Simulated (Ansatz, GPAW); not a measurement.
# Zr2CO2 MXene monolayer in an electric field

How does Zr2CO2 MXene monolayer screen a perpendicular field?

Calculated with GPAW 26.7.0 and Ansatz 0.2.0; Ansatz plane waves; layer without images along its normal, relaxation of atoms and in-plane cell, in the first sound run; inputs show where later runs differ.

**1. Set-up**

The cell holds 5 atoms: 2 O, 2 Zr and 1 C. Its edges and angles: a = 3.289 Å, b = 3.289 Å, c = 20.953 Å, α = 90.0°, β = 90.0°, γ = 120.0°. Vacuum lies along c.

Coordinates:

```cif
data_structure
_symmetry_space_group_name_H-M 'P 1'
_symmetry_Int_Tables_number 1
_cell_length_a 3.2890
_cell_length_b 3.2890
_cell_length_c 20.9529
_cell_angle_alpha 90.000
_cell_angle_beta 90.000
_cell_angle_gamma 120.000
_cell_volume 196.29
loop_
_atom_site_label
_atom_site_type_symbol
_atom_site_fract_x
_atom_site_fract_y
_atom_site_fract_z
_atom_site_occupancy
O1 O 0.33333 0.66667 0.38181 1
Zr2 Zr 0.66667 0.33333 0.43806 1
C3 C 0.00000 0.00000 0.50000 1
Zr4 Zr 0.33333 0.66667 0.56194 1
O5 O 0.66667 0.33333 0.61819 1
```

**2. Relaxing the atoms**

Forces are removed first; all later runs use this geometry.

Input file input.yaml:

```yaml
crystal:
  lattice:
    - [3.289, 0.0, 0.0]
    - [-1.6445, 2.848357553, 0.0]
    - [0.0, 0.0, 20.9529467957]
  atoms:
    - { symbol: O, position: [0.3333333333, 0.6666666667, 0.3818078707] }
    - { symbol: Zr, position: [0.6666666667, 0.3333333333, 0.4380635198] }
    - { symbol: C, position: [0.0, 0.0, 0.5] }
    - { symbol: Zr, position: [0.3333333333, 0.6666666667, 0.5619364802] }
    - { symbol: O, position: [0.6666666667, 0.3333333333, 0.6181921293] }
  periodic: [true, true, false]
kpoints:
  mp_grid: { grid: [12, 12, 1] }
hamiltonian:
  xc: pbe
scf:
  occupations: { method: fermi_dirac, width: 0.05 }
relax:
  f_tol: 0.01
  max_steps: 90
  cell: {}
```

On the command line:

```console
ansatz run input.yaml --threads 4 --pin off --max-ram 8192MiB --backend cpu --events-out ev --progress --plain --runs-dir out
```

Numbers of over 12 decimals in the logs are rounded to 6 here.

What it wrote:

```text
Warning: crystal.periodic: the lattice vector that does not repeat stood 0.000° off the slab's normal, 20.953 Å along it as the deck builds it. The run solves the slab on a vector along the normal, 33.706 Å long, with every atom where it was (on the deck's vector they left 16.00 Å outside them, and the widest stretch free of ions among them is 1.30 Å). A fractional position that the run reports is one of the run's ce [...]
crystal.periodic: the lattice vector that does not repeat stood 0.000° off the slab's normal, 20.953 Å along it as the deck builds it. The run solves the slab on a vector along the normal, 33.706 Å long, with every atom where it was (on the deck's vector they left 16.00 Å outside them, and the widest stretch free of ions among them is 1.30 Å). A fractional position that the run reports is one of the run's cell, which [...]
Engine: ansatz 0.2.0, x86_64-unknown-linux-gnu
Pseudopotentials: kind: paw
Pseudopotential: O, paw, valence charge 6, recommended cutoff 420 eV (normal), O.paw.azcp
Pseudopotential: Zr, paw, valence charge 12, recommended cutoff 420 eV (normal), Zr.paw.azcp
Pseudopotential: C, paw, valence charge 4, recommended cutoff 420 eV (normal), C.paw.azcp
Functional definition: PBE
  parameter kappa = 0.804
  parameter beta = 0.066725
  exchange = pbe_x(kappa = kappa, mu = beta*pi^2/3)
  correlation = pbe_c(beta = beta)
Crystal: 5 atoms, lattice volume = 315.765 Å³
Basis set: ecut = 420 eV, 6281 PW (Γ), exchange–correlation on 48×48×480 points (8 copies of the dense FFT grid, shifted against one another)
Bands: 25, of which v1, the nominal top of the filled ones, is band 20 counted from 1 (19 counted from 0)
Symmetry: 12 space group operations
Space group: P-3m1 (ITA 164), of the structure as read, at distance tolerance 6.8e-5 Å
k-points: 19 of 144
Non-local potential: O, projectors of the file, l = 0: 2, l = 1: 2, l = 2: 1
Non-local potential: Zr, projectors of the file, l = 0: 3, l = 1: 2, l = 2: 2, l = 3: 2
Non-local potential: C, projectors of the file, l = 0: 2, l = 1: 2, l = 2: 1
PAW form: soft (Blöchl's): semilocal exchange-correlation on the pseudo side does not see the compensation charge
PAW one-centre angular grid: O, 110 points (default); XC on 64 Gauss nodes
PAW one-centre angular grid: Zr, 590 points (default); XC on 64 Gauss nodes
PAW one-centre angular grid: C, 110 points (default); XC on 64 Gauss nodes
Initial density: superposition of atomic densities (neutral atoms: chi_scale 0, normalization atom), corrected by the library's trained network
Initial wavefunctions: pseudopotential atomic-orbital guess
Functional: x = pbe(κ = 0.804, μ = 0.219515), c = pbe(β = 0.066725)
SCF iter   1: F=—  HF=-9758.672848 eV  |F-HF|=—  |Δ(HF+E_count)|=         —  Δρ=2.35e-3  dr2=2.31e-2  ethr=1.77e-3  ⟨swp⟩=11.1  Hψ=3406  notcnv=0
preconditioner: auto → Resta (q_TF=auto, 1.933 Å⁻¹)  ε∞=2.3  [insulator: Δε(μ)=0.759 eV  Ē_g=8.987 eV  σ=0.050 eV  W_gap=1.00  n_scr=20 (ndim 8)  ℏωp=10.2 eV  f_vac=0.767  D(μ)=0.00/eV (n_scr^D=0)  ε∞_Penn≈2.3  vacuum switching on, ρ_ref=5.9e-3 e/Å³]
SCF iter   2: F=—  HF=-9758.669575 eV  |F-HF|=—  |Δ(HF+E_count)|=   3.27e-3  Δρ=1.56e-3  dr2=8.03e-3  ethr=5.76e-5  ⟨swp⟩=3.2  Hψ=1265  notcnv=0  defer=10
SCF iter   3: F=—  HF=-9758.668988 eV  |F-HF|=—  |Δ(HF+E_count)|=   5.86e-4  Δρ=8.32e-4  dr2=3.02e-3  ethr=2.01e-5  ⟨swp⟩=3.1  Hψ=893  notcnv=0  defer=10
SCF iter   4: F=—  HF=-9758.669134 eV  |F-HF|=—  |Δ(HF+E_count)|=   1.46e-4  Δρ=3.58e-4  dr2=4.61e-4  ethr=7.55e-6  ⟨swp⟩=2.7  Hψ=727  notcnv=0  defer=10
SCF iter   5: F=—  HF=-9758.669447 eV  |F-HF|=—  |Δ(HF+E_count)|=   3.13e-4  Δρ=1.14e-4  dr2=4.39e-5  ethr=1.15e-6  ⟨swp⟩=2.8  Hψ=843  notcnv=0  defer=10
SCF iter   6: F=—  HF=-9758.669472 eV  |F-HF|=—  |Δ(HF+E_count)|=   2.48e-5  Δρ=3.18e-5  dr2=4.40e-6  ethr=1.10e-7  ⟨swp⟩=3.6  Hψ=1054  notcnv=0  defer=10
SCF iter   7: F=-9758.669475 eV  HF=-9758.669475 eV  |F-HF|=5.19e-8  |Δ(HF+E_count)|=   3.63e-6  Δρ=4.65e-6  dr2=9.73e-8  ethr=2.50e-10  ⟨swp⟩=6.8  Hψ=3184  notcnv=0
SCF 1 converged in 7 iterations: F = -9758.669475 eV  dr2 = 9.73e-8
  greatest PAW one-centre occupation: 0.995 electrons in one spin orbital (limit 2), on the Zr atom at site 3 (counted from 0), in its partial waves of l = 0
relax step   1: F+E_penalty+E_count = -9758.66947526 eV  Δ(F+E_penalty+E_count) = +0.000e0 eV  max|allowed force component| = 4.986e0 eV/Å  Δτ_max = 0.0000 Å  P = -2.229 N/m  Ω = 315.765 Å³  fix = [c, alpha, beta]  reactions: c -0.000 N/m  (7 SCF iters, dr2 threshold 1.00e-7 eV, accepted)
Crystal: 5 atoms, lattice volume = 317.297 Å³
Initial density: handed on by an earlier stage of this run
Initial wavefunctions: those handed on with the density
iter 1 solved again at ethr=1.84e-3 eV; its pass at ethr=3.10e-3 eV (dr2=7.35e-1 eV) is discarded
SCF iter   1: F=—  HF=-9759.711463 eV  |F-HF|=—  |Δ(HF+E_count)|=         —  Δρ=1.41e-2  dr2=7.40e-1  ethr=1.84e-3  ⟨swp⟩=1.5  Hψ=4540  notcnv=0
preconditioner: auto → Resta (q_TF=auto, 1.932 Å⁻¹)  ε∞=2.1  [insulator: Δε(μ)=0.683 eV  Ē_g=9.524 eV  σ=0.050 eV  W_gap=1.00  n_scr=20 (ndim 8)  ℏωp=10.2 eV  f_vac=0.762  D(μ)=0.00/eV (n_scr^D=0)  ε∞_Penn≈2.1  vacuum switching on, ρ_ref=6.6e-3 e/Å³]
SCF iter   2: F=—  HF=-9759.499381 eV  |F-HF|=—  |Δ(HF+E_count)|=   2.12e-1  Δρ=5.35e-3  dr2=1.68e-1  ethr=1.84e-3  ⟨swp⟩=3.3  Hψ=945  notcnv=0
SCF iter   3: F=—  HF=-9759.482071 eV  |F-HF|=—  |Δ(HF+E_count)|=   1.73e-2  Δρ=4.93e-3  dr2=8.66e-2  ethr=4.19e-4  ⟨swp⟩=3.6  Hψ=1137  notcnv=0
SCF iter   4: F=—  HF=-9759.467094 eV  |F-HF|=—  |Δ(HF+E_count)|=   1.50e-2  Δρ=1.20e-3  dr2=3.51e-3  ethr=2.16e-4  ⟨swp⟩=2.7  Hψ=912  notcnv=0
SCF iter   5: F=—  HF=-9759.468393 eV  |F-HF|=—  |Δ(HF+E_count)|=   1.30e-3  Δρ=8.34e-4  dr2=2.04e-3  ethr=8.79e-6  ⟨swp⟩=3.1  Hψ=1125  notcnv=0
SCF iter   6: F=—  HF=-9759.468060 eV  |F-HF|=—  |Δ(HF+E_count)|=   3.33e-4  Δρ=2.85e-4  dr2=1.65e-4  ethr=5.11e-6  ⟨swp⟩=2.6  Hψ=772  notcnv=0
SCF iter   7: F=—  HF=-9759.468025 eV  |F-HF|=—  |Δ(HF+E_count)|=   3.49e-5  Δρ=2.26e-4  dr2=1.43e-4  ethr=4.12e-7  ⟨swp⟩=3.1  Hψ=1026  notcnv=0
SCF iter   8: F=—  HF=-9759.467999 eV  |F-HF|=—  |Δ(HF+E_count)|=   2.58e-5  Δρ=1.01e-4  dr2=2.63e-5  ethr=3.58e-7  ⟨swp⟩=2.5  Hψ=780  notcnv=0
SCF iter   9: F=—  HF=-9759.467994 eV  |F-HF|=—  |Δ(HF+E_count)|=   4.84e-6  Δρ=2.84e-5  dr2=2.24e-6  ethr=6.58e-8  ⟨swp⟩=2.6  Hψ=923  notcnv=0
SCF iter  10: F=-9759.467994 eV  HF=-9759.467994 eV  |F-HF|=2.10e-8  |Δ(HF+E_count)|=   4.35e-7  Δρ=2.47e-6  dr2=2.31e-8  ethr=1.25e-9  ⟨swp⟩=7.0  Hψ=2223  notcnv=0
SCF 2 converged in 10 iterations: F = -9759.467994 eV  dr2 = 2.31e-8
[...]
SCF iter   1: F=—  HF=-9759.585877 eV  |F-HF|=—  |Δ(HF+E_count)|=         —  Δρ=9.22e-3  dr2=2.92e-1  ethr=7.22e-4  ⟨swp⟩=2.2  Hψ=4441  notcnv=0
preconditioner: auto → Resta (q_TF=auto, 1.918 Å⁻¹)  ε∞=2.1  [insulator: Δε(μ)=1.326 eV  Ē_g=9.356 eV  σ=0.050 eV  W_gap=1.00  n_scr=20 (ndim 8)  ℏωp=10.0 eV  f_vac=0.785  D(μ)=0.00/eV (n_scr^D=0)  ε∞_Penn≈2.1  vacuum switching on, ρ_ref=6.3e-3 e/Å³]
SCF iter   2: F=—  HF=-9759.534786 eV  |F-HF|=—  |Δ(HF+E_count)|=   5.11e-2  Δρ=4.74e-3  dr2=8.23e-2  ethr=7.22e-4  ⟨swp⟩=3.1  Hψ=963  notcnv=0
SCF iter   3: F=—  HF=-9759.528311 eV  |F-HF|=—  |Δ(HF+E_count)|=   6.48e-3  Δρ=3.50e-3  dr2=4.26e-2  ethr=2.06e-4  ⟨swp⟩=3.0  Hψ=1030  notcnv=0  defer=1
SCF iter   4: F=—  HF=-9759.522636 eV  |F-HF|=—  |Δ(HF+E_count)|=   5.68e-3  Δρ=7.91e-4  dr2=1.20e-3  ethr=1.06e-4  ⟨swp⟩=2.7  Hψ=866  notcnv=0  defer=1
SCF iter   5: F=—  HF=-9759.522917 eV  |F-HF|=—  |Δ(HF+E_count)|=   2.81e-4  Δρ=3.69e-4  dr2=5.35e-4  ethr=2.99e-6  ⟨swp⟩=3.6  Hψ=1094  notcnv=0  defer=1
SCF iter   6: F=—  HF=-9759.522815 eV  |F-HF|=—  |Δ(HF+E_count)|=   1.03e-4  Δρ=8.43e-5  dr2=1.64e-5  ethr=1.34e-6  ⟨swp⟩=2.7  Hψ=776  notcnv=0  defer=1
SCF iter   7: F=—  HF=-9759.522727 eV  |F-HF|=—  |Δ(HF+E_count)|=   8.74e-5  Δρ=3.28e-5  dr2=2.01e-6  ethr=4.10e-8  ⟨swp⟩=3.3  Hψ=1052  notcnv=0  defer=1
SCF iter   8: F=-9759.522727 eV  HF=-9759.522727 eV  |F-HF|=5.39e-9  |Δ(HF+E_count)|=   1.31e-7  Δρ=4.05e-6  dr2=2.60e-8  ethr=1.25e-9  ⟨swp⟩=7.0  Hψ=2295  notcnv=0
SCF 3 converged in 8 iterations: F = -9759.522727 eV  dr2 = 2.60e-8
relax step   3: F+E_penalty+E_count = -9759.52272729 eV  Δ(F+E_penalty+E_count) = -5.473e-2 eV  max|allowed force component| = 4.752e-1 eV/Å  Δτ_max = 0.1695 Å  P = -4.556 N/m  Ω = 331.704 Å³  energy of the carried Pulay correction = -8.805e-3 eV  fix = [c, alpha, beta]  reactions: c -0.000 N/m  (8 SCF iters, dr2 threshold 5.00e-7 eV, accepted)
[...]
relax step   4: F+E_penalty+E_count = -9759.64193639 eV  Δ(F+E_penalty+E_count) = -1.192e-1 eV  max|allowed force component| = 2.845e-1 eV/Å  Δτ_max = 0.1179 Å  P = +0.662 N/m  Ω = 317.418 Å³  energy of the carried Pulay correction = -9.334e-4 eV  fix = [c, alpha, beta]  reactions: c +0.000 N/m  (7 SCF iters, dr2 threshold 5.00e-7 eV, accepted)
[...]
relax step   5: F+E_penalty+E_count = -9759.64519214 eV  Δ(F+E_penalty+E_count) = -3.256e-3 eV  max|allowed force component| = 2.122e-2 eV/Å  Δτ_max = 0.0113 Å  P = +0.039 N/m  Ω = 319.161 Å³  energy of the carried Pulay correction = -1.913e-3 eV  fix = [c, alpha, beta]  reactions: c +0.000 N/m  (6 SCF iters, dr2 threshold 5.00e-7 eV, accepted)
[...]
relax step   6: F+E_penalty+E_count = -9759.64523780 eV  Δ(F+E_penalty+E_count) = -4.566e-5 eV  max|allowed force component| = 2.508e-3 eV/Å  Δτ_max = 0.0010 Å  P = +0.021 N/m  Ω = 319.123 Å³  energy of the carried Pulay correction = -1.892e-3 eV  fix = [c, alpha, beta]  reactions: c +0.000 N/m  (4 SCF iters, dr2 threshold 2.82e-8 eV, accepted)
[...]
relax step   7: F+E_penalty+E_count = -9759.64724187 eV  Δ(F+E_penalty+E_count) = -2.004e-3 eV  max|allowed force component| = 2.152e-3 eV/Å  Δτ_max = 0.0000 Å  P = +0.071 N/m  Ω = 319.123 Å³  fix = [c, alpha, beta]  reactions: c +0.000 N/m  stress off target by 7.08e-2 N/m on what of the cell is left free  SCF on the basis re-selected at this cell (its energy is not comparable with the rows above)  (7 SCF iters)
[...]
relax step   8: F+E_penalty+E_count = -9759.64718227 eV  Δ(F+E_penalty+E_count) = +5.960e-5 eV  max|allowed force component| = 4.757e-4 eV/Å  Δτ_max = 0.0002 Å  P = +0.001 N/m  Ω = 319.240 Å³  energy of the carried Pulay correction = -6.688e-5 eV  fix = [c, alpha, beta]  reactions: c +0.000 N/m  (5 SCF iters, dr2 threshold 5.61e-9 eV, accepted)
iter 1 solved again at ethr=6.92e-8 eV; its pass at ethr=3.10e-3 eV (dr2=2.77e-5 eV) is discarded
SCF iter   1: F=—  HF=-9759.647190 eV  |F-HF|=—  |Δ(HF+E_count)|=         —  Δρ=1.13e-5  dr2=1.12e-8  ethr=6.92e-8  ⟨swp⟩=6.7  Hψ=5693  notcnv=0
preconditioner: auto → Resta (q_TF=auto, 1.930 Å⁻¹)  ε∞=2.2  [insulator: Δε(μ)=0.965 eV  Ē_g=9.492 eV  σ=0.050 eV  W_gap=1.00  n_scr=20 (ndim 8)  ℏωp=10.2 eV  f_vac=0.773  D(μ)=0.00/eV (n_scr^D=0)  ε∞_Penn≈2.2  vacuum switching on, ρ_ref=6.5e-3 e/Å³]
SCF iter   2: F=—  HF=-9759.647179 eV  |F-HF|=—  |Δ(HF+E_count)|=   1.11e-5  Δρ=5.63e-6  dr2=2.55e-9  ethr=2.79e-11  ⟨swp⟩=5.5  Hψ=1734  notcnv=0
SCF iter   3: F=—  HF=-9759.647238 eV  |F-HF|=—  |Δ(HF+E_count)|=   5.83e-5  Δρ=5.92e-7  dr2=3.45e-10  ethr=6.37e-12  ⟨swp⟩=4.6  Hψ=1044  notcnv=0
SCF iter   4: F=—  HF=-9759.647240 eV  |F-HF|=—  |Δ(HF+E_count)|=   2.41e-6  Δρ=1.61e-7  dr2=7.22e-11  ethr=1.00e-12  ⟨swp⟩=4.0  Hψ=1041  notcnv=0
SCF iter   5: F=-9759.647240 eV  HF=-9759.647240 eV  |F-HF|=4.06e-8  |Δ(HF+E_count)|=   9.23e-8  Δρ=4.92e-8  dr2=1.95e-11  ethr=1.00e-12  ⟨swp⟩=10.2  Hψ=3190  notcnv=0
SCF 9 converged in 5 iterations: F = -9759.647240 eV  dr2 = 1.95e-11
relax step   9: F+E_penalty+E_count = -9759.64724013 eV  Δ(F+E_penalty+E_count) = -5.787e-5 eV  max|allowed force component| = 4.932e-4 eV/Å  Δτ_max = 0.0000 Å  P = +0.001 N/m  Ω = 319.240 Å³  fix = [c, alpha, beta]  reactions: c +0.000 N/m  stress off target by 1.28e-3 N/m on what of the cell is left free  SCF on the basis re-selected at this cell (its energy is not comparable with the rows above)  (5 SCF iters)
basis re-selected at this cell: Δ(F+E_penalty+E_count) = -5.787e-5 eV, ΔP = +0.001 N/m vs the last step (what re-selecting the basis moved, of the pressure what is left beyond the Pulay correction that the steps carried, after the strain that the cell walked since its last selection, with what the two solves' SCF thresholds leave and, on support functions, any second-order correction that the steps lacked; it is no m [...]
SCF converged after 5 iterations
Free energy (F): -9759.647240 eV
Harris-Foulkes:  -9759.647240 eV  (|F-HF|=4.06e-8)
Internal energy: -9759.647237 eV  (E = F + TS)
E sigma→0 (E₀):  -9759.647238 eV
Entropy (-TS):   -0.000003 eV (-0.001 meV/atom)
Fermi energy:    -4.878310 eV
--- Per-component energies (eV) ---
  E_band       = -883.172754
  E_kinetic    = 1107.370509
  E_local      = -100248.448332  (includes V_loc(G=0)·N_el)
  E_nonlocal   = 275.479649
  E_hartree    = 49425.546880
  E_xc         = -522.139363
  E_vxc        = -633.764047  (∫ρ·V_xc dr)
  E_paw        = -6320.442128  (= ΣΔE_a)
  E_vpaw       = -234.910365  (= ΣTr[D̂ρ^β])
  E_aug_tail   = 0.004949  (compensation charges beyond the density's cutoff)
  E_ewald      = 46522.980599
  E_smearing   = -0.000003  (= −TS)
  E_closure    = -0.000000  (closes the sum)
  Σ components = -9759.647240   (vs F -9759.647240, Δ=0.00e0)
--- Forces (eV/Å), atoms counted from 1 ---
  atom   1  O     -0.00000000    -0.00000000    -0.00013845
  atom   2  Zr     0.00000000    -0.00000000    -0.00049321
  atom   3  C     -0.00000000     0.00000000     0.00000000
  atom   4  Zr    -0.00000000     0.00000000     0.00049321
  atom   5  O      0.00000000     0.00000000     0.00013845
  max |Σ_I F_I| component: 4.63e-17 eV/Å
--- 2D stress c σ (N/m, compression-positive) ---
        0.001284       0.000000      -0.000000
        0.000000       0.001284       0.000000
       -0.000000       0.000000       0.000000
  P = ½ c Tr σ = 0.0013 N/m
--- Relaxed structure (7 steps of the walk, 7 accepted, 2 SCFs on fresh bases) ---
  F+E_penalty+E_count = -9759.64724013 eV   max|allowed force component| = 4.932e-4 eV/Å   (the final SCF, on the basis selected at the relaxed cell)
  cell:  # Å, volume = 319.2402 Å³
    - [3.307049, 0.0, 0]
    - [-1.653524, 2.863988, 0]
    - [0, 0, 33.705894]
  atoms:
    - { symbol: O, position: [0.333333, 0.666667, 0.242077] }
    - { symbol: Zr, position: [0.666667, 0.333333, 0.269341] }
    - { symbol: C, position: [0, 0, 0.310820] }
    - { symbol: Zr, position: [0.333333, 0.666667, 0.352300] }
    - { symbol: O, position: [0.666667, 0.333333, 0.379563] }
```

It took 17 s on 4 threads of Intel Xeon Platinum 8488C (Sapphire Rapids), shared host; peak memory 0.77 GiB.

Relaxation path:

| step | energy less that of the first step (eV) | largest force component (eV/Å) | volume (Å³) |
| --- | --- | --- | --- |
| 1 | 0.0000 | 4.9863 | 315.77 |
| 2 | -0.7985 | 2.0527 | 317.30 |
| 3 | -0.8533 | 0.4752 | 331.70 |
| 4 | -0.9725 | 0.2845 | 317.42 |
| 5 | -0.9757 | 0.0212 | 319.16 |
| 6 | -0.9758 | 0.0025 | 319.12 |
| 7* | -0.9778 | 0.0022 | 319.12 |
| 8 | -0.9777 | 0.0005 | 319.24 |
| 9* | -0.9778 | 0.0005 | 319.24 |

Relaxation steps marked * repeat the geometry before them on a plane-wave basis chosen anew for their cell, so energy and pressure can jump there.

Forces are held to the 12 operations that the run works with; a distortion that breaks them can't arise in this run.

| cell as run | before | after | change |
| --- | --- | --- | --- |
| a (Å) | 3.289 | 3.307 | +0.5 % |
| b (Å) | 3.289 | 3.307 | +0.5 % |

The atoms that moved most (Å, along periodic axes as changes of fractional coordinates times the final cell, across vacuum about the mean position):

| atom | dx | dy | dz | length |
| --- | --- | --- | --- | --- |
| O1 | 0.000 | 0.000 | 0.159 | 0.159 |
| O5 | 0.000 | 0.000 | -0.159 | 0.159 |
| Zr2 | 0.000 | 0.000 | -0.100 | 0.100 |
| Zr4 | 0.000 | 0.000 | 0.100 | 0.100 |

The relaxed structure:

```cif
data_structure
_symmetry_space_group_name_H-M 'P 1'
_symmetry_Int_Tables_number 1
_cell_length_a 3.3070
_cell_length_b 3.3070
_cell_length_c 33.7059
_cell_angle_alpha 90.000
_cell_angle_beta 90.000
_cell_angle_gamma 120.000
_cell_volume 319.24
loop_
_atom_site_label
_atom_site_type_symbol
_atom_site_fract_x
_atom_site_fract_y
_atom_site_fract_z
_atom_site_occupancy
O1 O 0.33333 0.66667 0.24208 1
Zr2 Zr 0.66667 0.33333 0.26934 1
C3 C 0.00000 0.00000 0.31082 1
Zr4 Zr 0.33333 0.66667 0.35230 1
O5 O 0.66667 0.33333 0.37956 1
```

Numbers from this step:

```yaml
free_energy: -9759.6472 eV
gap_by_band_count: 0.9654 eV
symmetry_operations: 12
```

The relaxation lowered the energy of the cell by 0.978 eV.

[end of part 1 of 2]

[Logs are printed without paths, hosts, clocks, repeated set-up lines and the standing remarks that a program may print on its own settings, such as how far it seeks lower states.]

[Hosts, paths, dates, database ids (printed as entryN), source tags and the programs' standing remarks are cut or masked in the printed files.]
